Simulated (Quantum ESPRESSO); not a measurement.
# NiCl2: parallel and opposed starts, part 2 of 3

Aim: find out which collinear order of NiCl2 costs least.

Quantum ESPRESSO 7.5; PBEsol; plane waves with GBRV 1.5 PBEsol potentials, no spin-orbit coupling.

So far, largest spin moment in the atom's sphere (μB): step 2 (run 1 (ferro +)) 1.49.

The database entry behind the starting cell differs from later determinations by our own check (an axis about 1.8 % long against later determinations), so it need not match the best structure at ambient conditions.

## (3) Run 2, typed as antiferro q=(0,0,1/2) +−

The cell is doubled to 6 atoms to hold this order. The wavevector q is in fractions of the reciprocal vectors of the crystal's primitive cell, as the cells of these inputs are built from it; moments change sign between cells as cos(2π q·R).

Input file pw.in:

```
&CONTROL
  calculation = 'scf'
  prefix = 'pwscf'
  outdir = './tmp'
  pseudo_dir = './pseudo'
  disk_io = 'nowf'
/
&SYSTEM
  ibrav = 0
  celldm(1) = 8
  nat = 6
  ntyp = 3
  ecutwfc = 40
  ecutrho = 280
  nbnd = 43
  occupations = 'smearing'
  smearing = 'fd'
  degauss = 0.00367493
  nspin = 2
  starting_magnetization(1) = 0.1111
  starting_magnetization(2) = -0.1111
  starting_magnetization(3) = 0
/
&ELECTRONS
  conv_thr = 1.2d-08
  electron_maxstep = 150
  mixing_beta = 0.3
/
ATOMIC_SPECIES
Ni1    58.6934 ni_pbesol_v1.4.uspp.F.UPF
Ni2    58.6934 ni_pbesol_v1.4.uspp.F.UPF
Cl     35.4500 cl_pbesol_v1.4.uspp.F.UPF
CELL_PARAMETERS alat
   0.4184562287218    0.2415958163038    1.3649334320916
  -0.4184562287218    0.2415958163038    1.3649334320916
   0.0000000000000   -0.9663832651681    2.7298668641832
ATOMIC_POSITIONS crystal
Ni1     0.0000000000    0.0000000000    0.0000000000
Ni2     0.0000000000    0.0000000000    0.5000000000
Cl      0.2500000000    0.2500000000    0.1250000000
Cl      0.2500000000    0.2500000000    0.6250000000
Cl      0.7500000000    0.7500000000    0.3750000000
Cl      0.7500000000    0.7500000000    0.8750000000
K_POINTS automatic
6 6 3 0 0 0
```

On the command line:

```console
> OMP_NUM_THREADS=1 mpirun -n 4 pw.x -nk 4 -in pw.in > pw.out
```

Log:

```text
[banner, memory and clock lines left out]
Program PWSCF v.7.5 starts

     Message from routine setup:
     using ibrav=0 with symmetry is DISCOURAGED, use correct ibrav instead

     bravais-lattice index     =            0
     lattice parameter (alat)  =       8.0000  a.u.
     unit-cell volume          =     847.8170 (a.u.)^3
     number of atoms/cell      =            6
     number of atomic types    =            3
     number of electrons       =        64.00
     number of Kohn-Sham states=           43
     kinetic-energy cutoff     =      40.0000  Ry
     charge density cutoff     =     280.0000  Ry
     scf convergence threshold =      1.2E-08
     mixing beta               =       0.3000
     number of iterations used =            8  plain     mixing
     Exchange-correlation= SLA  PW   PSX  PSC
                           (   1   4  10   8   0   0   0)

     celldm(1)=   8.000000  celldm(2)=   0.000000  celldm(3)=   0.000000
     celldm(4)=   0.000000  celldm(5)=   0.000000  celldm(6)=   0.000000

     crystal axes: (cart. coord. in units of alat)
               a(1) = (   0.418456   0.241596   1.364933 )
               a(2) = (  -0.418456   0.241596   1.364933 )
               a(3) = (   0.000000  -0.966383   2.729867 )

     reciprocal axes: (cart. coord. in units 2 pi/alat)
               b(1) = (  1.194868  0.689857  0.244212 )
               b(2) = ( -1.194868  0.689857  0.244212 )
               b(3) = (  0.000000 -0.689857  0.122106 )

     PseudoPot. # 1 for Ni read from file:
     ni_pbesol_v1.4.uspp.F.UPF
     Pseudo is Ultrasoft + core correction, Zval = 18.0

     PseudoPot. # 2 for Ni read from file:
     ni_pbesol_v1.4.uspp.F.UPF
     Pseudo is Ultrasoft + core correction, Zval = 18.0

     PseudoPot. # 3 for Cl read from file:
     cl_pbesol_v1.4.uspp.F.UPF
     Pseudo is Ultrasoft + core correction, Zval =  7.0

     atomic species   valence    mass     pseudopotential
     Ni1              18.00    58.69340     Ni( 1.00)
     Ni2              18.00    58.69340     Ni( 1.00)
     Cl                7.00    35.45000     Cl( 1.00)

     Starting magnetic structure
     atomic species   magnetization
     Ni1             0.111
     Ni2            -0.111
     Cl              0.000

      4 Sym. Ops., with inversion, found

   Cartesian axes

     site n.     atom                  positions (alat units)
         1        Ni1    tau(   1) = (   0.0000000   0.0000000   0.0000000  )
         2        Ni2    tau(   2) = (   0.0000000  -0.4831916   1.3649334  )
         3        Cl     tau(   3) = (   0.0000000   0.0000000   1.0237001  )
         4        Cl     tau(   4) = (   0.0000000  -0.4831916   2.3886335  )
         5        Cl     tau(   5) = (   0.0000000   0.0000000   3.0711002  )
         6        Cl     tau(   6) = (   0.0000000  -0.4831916   4.4360337  )

     number of k points=    34  Fermi-Dirac smearing, width (Ry)=  0.0037
                       cart. coord. in units 2pi/alat
        k(    1) = (   0.0000000   0.0000000   0.0000000), wk =   0.0092593
        k(    2) = (   0.0000000  -0.2299525   0.0407020), wk =   0.0185185
        k(    3) = (  -0.1991447   0.1149762   0.0407020), wk =   0.0370370
        k(    4) = (  -0.1991447  -0.1149762   0.0814041), wk =   0.0370370
        k(    5) = (  -0.1991447   0.3449287  -0.0000000), wk =   0.0370370
        [... 29 further k-points ...]

     Dense  grid:    67141 G-vectors     FFT dimensions: (  64,  64, 125)

     Smooth grid:    29049 G-vectors     FFT dimensions: (  48,  48,  96)

     Check: negative core charge=   -0.000006
     Generating pointlists ...
     new r_m :   0.2440 (alat units)  1.9521 (a.u.) for type    1
     new r_m :   0.2440 (alat units)  1.9521 (a.u.) for type    2
     new r_m :   0.2440 (alat units)  1.9521 (a.u.) for type    3

     Initial potential from superposition of free atoms

     starting charge      60.0000, renormalised to      64.0000

     negative rho (up, down):  3.307E-02 3.307E-02
     Starting wfcs are   42 randomized atomic wfcs +    1 random wfcs

     Self-consistent Calculation

     iteration #  1     ecut=    40.00 Ry     beta= 0.30
     Davidson diagonalization with overlap
     ethr =  1.00E-02,  avg # of iterations =  7.0

     negative rho (up, down):  3.198E-02 3.198E-02

     total energy              =    -790.95394364 Ry
     estimated scf accuracy    <      73.98094489 Ry

     total magnetization       =    -0.00 Bohr mag/cell
     absolute magnetization    =     2.02 Bohr mag/cell

     iteration #  2     ecut=    40.00 Ry     beta= 0.30
     Davidson diagonalization with overlap
     ethr =  1.00E-02,  avg # of iterations =  3.0

     negative rho (up, down):  3.038E-02 3.039E-02

     total energy              =    -818.23864968 Ry
     estimated scf accuracy    <      50.55416718 Ry

     total magnetization       =    -0.00 Bohr mag/cell
     absolute magnetization    =     0.25 Bohr mag/cell

     [... further iterations left out ...]

     iteration # 15     ecut=    40.00 Ry     beta= 0.30
     Davidson diagonalization with overlap
     ethr =  4.85E-10,  avg # of iterations =  3.1

     negative rho (up, down):  2.971E-02 2.969E-02

     total energy              =    -819.18817586 Ry
     estimated scf accuracy    <       0.00000003 Ry

     total magnetization       =    -0.00 Bohr mag/cell
     absolute magnetization    =     3.70 Bohr mag/cell

     iteration # 16     ecut=    40.00 Ry     beta= 0.30
     Davidson diagonalization with overlap
     ethr =  4.22E-11,  avg # of iterations =  2.9

     negative rho (up, down):  2.971E-02 2.969E-02

     Magnetic moment per site  (integrated on atomic sphere of radius R)
     atom   1 (R=0.244)  charge= 16.3516  magn=  1.4843
     atom   2 (R=0.244)  charge= 16.3513  magn= -1.4843
     atom   3 (R=0.244)  charge=  5.4279  magn=  0.0729
     atom   4 (R=0.244)  charge=  5.4282  magn= -0.0729
     atom   5 (R=0.244)  charge=  5.4282  magn= -0.0729
     atom   6 (R=0.244)  charge=  5.4279  magn=  0.0729

     End of self-consistent calculation

     [... lines left out ...]
     the Fermi energy is     5.0589 ev

!    total energy              =    -819.18817692 Ry
     estimated scf accuracy    <          1.6E-09 Ry
     smearing contrib. (-TS)   =      -0.00000467 Ry
     internal energy E=F+TS    =    -819.18817225 Ry

     The total energy is F=E-TS. E is the sum of the following terms:
     one-electron contribution =    -724.18667934 Ry
     hartree contribution      =     382.32480933 Ry
     xc contribution           =    -107.42062425 Ry
     ewald contribution        =    -369.90567799 Ry

     total magnetization       =     0.00 Bohr mag/cell
     absolute magnetization    =     3.70 Bohr mag/cell

     convergence has been achieved in  16 iterations
```

Run time: 3.3 min. Hardware: 4 MPI ranks of Arm Neoverse V1, shared host; peak memory 1 GiB.

Spin moment in the atom's sphere by atom:

```csv
atom,spin moment in the atom's sphere (μB)
Ni1,1.48
Ni2,-1.48
Cl3,0.07
Cl4,-0.07
Cl5,-0.07
Cl6,0.07
```

This step gave:

* smearing term TS: 6.36e-5 eV
* magnetization: 0 μB
* absolute magnetization: 3.697 μB
* final state: antiferromagnetic

Spin density in the ac plane at fractional y = 0.000, with atoms of Ni within 0.2 Å of it.

Ten even steps from '_' (-3.8 e/Å³) to '@' (3.8 e/Å³), each cell a mean:
```
@@@@**++========================++
++****++++========================
==++++++++======++++==============
======++==========++++++==========
====================++++++========
==================================
==================================
==================================
==================================
==================================
==============================----
..============================--__
____--============================
==----============================
==================================
==================================
==================================
==================================
==================================
========++++++++==================
============++++++========++++====
================++======++++++++++
++========================++++****
##++========================++**@@
```
Columns run along a (6.1 Å), rows up along c (12.3 Å). Atoms in or near the plane, at fractional coordinates: Ni at (0.00, 0.00), Ni at (0.00, 0.50).

Valence density in the ac plane at fractional y = 0.000, with atoms of Ni within 0.2 Å of it. It is the smooth field of the valence electrons, not physical close to the nuclei.

Ten steps, logarithmic in the rise over the least value, from '0' (0 e/Å³) to '9' (35 e/Å³), each cell a mean:
```
99620000000000027
47741111100000001
01332111221000000
00111101222210000
00111000112321000
00112110001222100
00012221000111110
00001232100001110
00000122211011110
00000001211113431
41000000011112587
96200000000000379
99620000000000027
47741111100000001
01332111221000000
00111101222210000
00111000112221000
00112110001222100
00012221000111110
00001232100001110
00000122211011110
00000001211113431
31000000011112587
96200000000000379
```
Columns run along a (6.1 Å), rows up along c (12.3 Å). Atoms in or near the plane, at fractional coordinates: Ni at (0.00, 0.00), Ni at (0.00, 0.50).

## (4) Run 3, typed as antiferro q=(1/2,1/2,1/2) +−

The cell is doubled to 6 atoms to hold this order.

Input file pw.in:

```
&CONTROL
  calculation = 'scf'
  prefix = 'pwscf'
  outdir = './tmp'
  pseudo_dir = './pseudo'
  disk_io = 'nowf'
/
&SYSTEM
  ibrav = 0
  celldm(1) = 8
  nat = 6
  ntyp = 3
  ecutwfc = 40
  ecutrho = 280
  nbnd = 43
  occupations = 'smearing'
  smearing = 'fd'
  degauss = 0.00367493
  nspin = 2
  starting_magnetization(1) = 0.1111
  starting_magnetization(2) = -0.1111
  starting_magnetization(3) = 0
/
&ELECTRONS
  conv_thr = 1.2d-08
  electron_maxstep = 150
  mixing_beta = 0.3
/
ATOMIC_SPECIES
Ni1    58.6934 ni_pbesol_v1.4.uspp.F.UPF
Ni2    58.6934 ni_pbesol_v1.4.uspp.F.UPF
Cl     35.4500 cl_pbesol_v1.4.uspp.F.UPF
CELL_PARAMETERS alat
   0.8369124574436    0.4831916326077    2.7298668641832
   0.0000000000000    0.4831916326077    2.7298668641832
   0.4184562287218   -0.2415958162802    2.7298668641832
ATOMIC_POSITIONS crystal
Ni1     0.0000000000    0.0000000000    0.0000000000
Ni2     0.5000000000    0.0000000000    0.0000000000
Cl      0.8750000000    0.2500000000    0.2500000000
Cl      0.3750000000    0.2500000000    0.2500000000
Cl      0.6250000000    0.7500000000    0.7500000000
Cl      0.1250000000    0.7500000000    0.7500000000
K_POINTS automatic
3 6 6 0 0 0
```

Log:

```text
     [... lines left out ...]
Program PWSCF v.7.5 starts
     [... lines left out ...]
     number of atoms/cell      =            6
     [... lines left out ...]
     number of electrons       =        64.00
     number of Kohn-Sham states=           43
     kinetic-energy cutoff     =      40.0000  Ry
     charge density cutoff     =     280.0000  Ry
     scf convergence threshold =      1.2E-08
     [... lines left out ...]
     12 Sym. Ops., with inversion, found
     [... lines left out ...]
     number of k points=    16  Fermi-Dirac smearing, width (Ry)=  0.0037
     [... lines left out ...]
     iteration # 20     ecut=    40.00 Ry     beta= 0.30
     [... lines left out ...]
     Magnetic moment per site  (integrated on atomic sphere of radius R)
     atom   1 (R=0.244)  charge= 16.3552  magn=  1.4798
     atom   2 (R=0.244)  charge= 16.3553  magn= -1.4798
     atom   3 (R=0.244)  charge=  5.4269  magn= -0.2125
     atom   4 (R=0.244)  charge=  5.4268  magn=  0.2125
     atom   5 (R=0.244)  charge=  5.4268  magn=  0.2125
     atom   6 (R=0.244)  charge=  5.4269  magn= -0.2125
     [... lines left out ...]
     the Fermi energy is     5.0585 ev
!    total energy              =    -819.19258705 Ry
     estimated scf accuracy    <          2.6E-09 Ry
     smearing contrib. (-TS)   =      -0.00000231 Ry
     [... lines left out ...]
     total magnetization       =     0.00 Bohr mag/cell
     absolute magnetization    =     4.09 Bohr mag/cell
     convergence has been achieved in  20 iterations
```

Wall time 7.7 min (4 MPI ranks); peak memory 2.6 GiB.

Spin moment in the atom's sphere by atom:

```csv
atom,spin moment in the atom's sphere (μB)
Ni1,1.48
Ni2,-1.48
Cl3,-0.21
Cl4,0.21
Cl5,0.21
Cl6,-0.21
```

Numbers from this step:

```yaml
smearing_term_ts: 3.14e-5 eV
magnetization: 0 μB
absolute_magnetization: 4.085 μB
final_state: antiferromagnetic
```

## (5) Start 4: no spin polarisation

Input file pw.in:

```
&CONTROL
  calculation = 'scf'
  prefix = 'pwscf'
  outdir = './tmp'
  pseudo_dir = './pseudo'
  disk_io = 'nowf'
/
&SYSTEM
  ibrav = 0
  celldm(1) = 8
  nat = 3
  ntyp = 2
  ecutwfc = 40
  ecutrho = 280
  nbnd = 24
  occupations = 'smearing'
  smearing = 'fd'
  degauss = 0.00367493
/
&ELECTRONS
  conv_thr = 6d-09
  electron_maxstep = 150
  mixing_beta = 0.3
/
ATOMIC_SPECIES
Ni     58.6934 ni_pbesol_v1.4.uspp.F.UPF
Cl     35.4500 cl_pbesol_v1.4.uspp.F.UPF
CELL_PARAMETERS alat
   0.4184562287218    0.2415958163038    1.3649334320916
  -0.4184562287218    0.2415958163038    1.3649334320916
   0.0000000000000   -0.4831916325841    1.3649334320916
ATOMIC_POSITIONS crystal
Ni      0.0000000000    0.0000000000    0.0000000000
Cl      0.2500000000    0.2500000000    0.2500000000
Cl      0.7500000000    0.7500000000    0.7500000000
K_POINTS automatic
6 6 6 0 0 0
```

Log:

```text
     [... lines left out ...]
Program PWSCF v.7.5 starts
     [... lines left out ...]
     number of atoms/cell      =            3
     [... lines left out ...]
     number of electrons       =        32.00
     number of Kohn-Sham states=           24
     kinetic-energy cutoff     =      40.0000  Ry
     charge density cutoff     =     280.0000  Ry
     scf convergence threshold =      6.0E-09
     [... lines left out ...]
     12 Sym. Ops., with inversion, found
     [... lines left out ...]
     number of k points=    32  Fermi-Dirac smearing, width (Ry)=  0.0037
     [... lines left out ...]
     iteration # 17     ecut=    40.00 Ry     beta= 0.30
     [... lines left out ...]
     the Fermi energy is     5.1433 ev
!    total energy              =    -409.55166991 Ry
     estimated scf accuracy    <          4.8E-09 Ry
     smearing contrib. (-TS)   =      -0.00550079 Ry
     [... lines left out ...]
     convergence has been achieved in  17 iterations
```

Elapsed: 25 s, on 4 MPI ranks; peak memory 0.43 GiB; 1.7 min of CPU time.

Numbers from this step:

```
smearing term TS : 0.07484 eV
final state      : non-magnetic (no spin polarisation)
```

## (6) Ranking

An order is kept where moments of 0.15 μB or more survive with the typed signs; meshes match where a doubled cell samples the same k points as the first cell.

Orders:

```csv
start,final state,typed order kept,energy over the lowest (meV a seeded atom),largest site moment (μB),net moment (μB a cell of the first run),mesh matched,CPU time (s)
ferro +,ferromagnetic,yes,7.701,1.489,2,yes,198.8
"antiferro q=(0,0,1/2) +-",antiferromagnetic,yes,30,1.484,0,yes,785.2
"antiferro q=(1/2,1/2,1/2) +-",antiferromagnetic,yes,0,1.48,0,yes,1847
no spin polarisation,non-magnetic,-,607.1,0,0,yes,100.7
```

## (7) The lowest state again, with its states saved

Input file pw.in:

```
&CONTROL
  calculation = 'scf'
  prefix = 'pwscf'
  outdir = './tmp'
  pseudo_dir = './pseudo'
  disk_io = 'low'
/
&SYSTEM
  ibrav = 0
  celldm(1) = 8
  nat = 6
  ntyp = 3
  ecutwfc = 40
  ecutrho = 280
  nbnd = 47
  occupations = 'smearing'
  smearing = 'fd'
  degauss = 0.00367493
  nspin = 2
  starting_magnetization(1) = 0.1111
  starting_magnetization(2) = -0.1111
  starting_magnetization(3) = 0
/
&ELECTRONS
  conv_thr = 1.2d-08
  electron_maxstep = 150
  mixing_beta = 0.3
/
ATOMIC_SPECIES
Ni1    58.6934 ni_pbesol_v1.4.uspp.F.UPF
Ni2    58.6934 ni_pbesol_v1.4.uspp.F.UPF
Cl     35.4500 cl_pbesol_v1.4.uspp.F.UPF
CELL_PARAMETERS alat
   0.8369124574436    0.4831916326077    2.7298668641832
   0.0000000000000    0.4831916326077    2.7298668641832
   0.4184562287218   -0.2415958162802    2.7298668641832
ATOMIC_POSITIONS crystal
Ni1     0.0000000000    0.0000000000    0.0000000000
Ni2     0.5000000000    0.0000000000    0.0000000000
Cl      0.8750000000    0.2500000000    0.2500000000
Cl      0.3750000000    0.2500000000    0.2500000000
Cl      0.6250000000    0.7500000000    0.7500000000
Cl      0.1250000000    0.7500000000    0.7500000000
K_POINTS automatic
3 6 6 0 0 0
```

Log:

```text
     [... lines left out ...]
Program PWSCF v.7.5 starts
     [... lines left out ...]
     number of atoms/cell      =            6
     [... lines left out ...]
     number of electrons       =        64.00
     number of Kohn-Sham states=           47
     kinetic-energy cutoff     =      40.0000  Ry
     charge density cutoff     =     280.0000  Ry
     scf convergence threshold =      1.2E-08
     [... lines left out ...]
     12 Sym. Ops., with inversion, found
     [... lines left out ...]
     number of k points=    16  Fermi-Dirac smearing, width (Ry)=  0.0037
     [... lines left out ...]
     iteration # 20     ecut=    40.00 Ry     beta= 0.30
     [... lines left out ...]
     Magnetic moment per site  (integrated on atomic sphere of radius R)
     atom   1 (R=0.244)  charge= 16.3552  magn=  1.4798
     atom   2 (R=0.244)  charge= 16.3553  magn= -1.4798
     atom   3 (R=0.244)  charge=  5.4269  magn= -0.2126
     atom   4 (R=0.244)  charge=  5.4268  magn=  0.2125
     atom   5 (R=0.244)  charge=  5.4268  magn=  0.2125
     atom   6 (R=0.244)  charge=  5.4269  magn= -0.2126
     [... lines left out ...]
     the Fermi energy is     5.0585 ev
!    total energy              =    -819.19258705 Ry
     estimated scf accuracy    <          5.8E-09 Ry
     smearing contrib. (-TS)   =      -0.00000231 Ry
     [... lines left out ...]
     total magnetization       =    -0.00 Bohr mag/cell
     absolute magnetization    =     4.09 Bohr mag/cell
     convergence has been achieved in  20 iterations
```

The job ended after 8.2 min (4 MPI ranks; peak memory 2.7 GiB).

This step gave:

```
smearing term TS       : 3.14e-5 eV
magnetization          : 0 μB
absolute magnetization : 4.085 μB
final state            : antiferromagnetic
largest moment         : 1.480 μB
```

(Continued in part 3 of 3.)

[Logs and program files are shortened in this print: banners, set-up blocks, solver, clock and traceback lines can be left out without a mark of their own.]

[Logs are printed without paths, hosts, clocks, repeated set-up lines and the standing remarks that a program may print on its own settings, such as how far it seeks lower states.]

[Hosts, paths, dates, database ids (printed as entryN), source tags and the programs' standing remarks are cut or masked in the printed files.]

[Where a cell is said to come from a database of computed structures, the database is the Materials Project.]
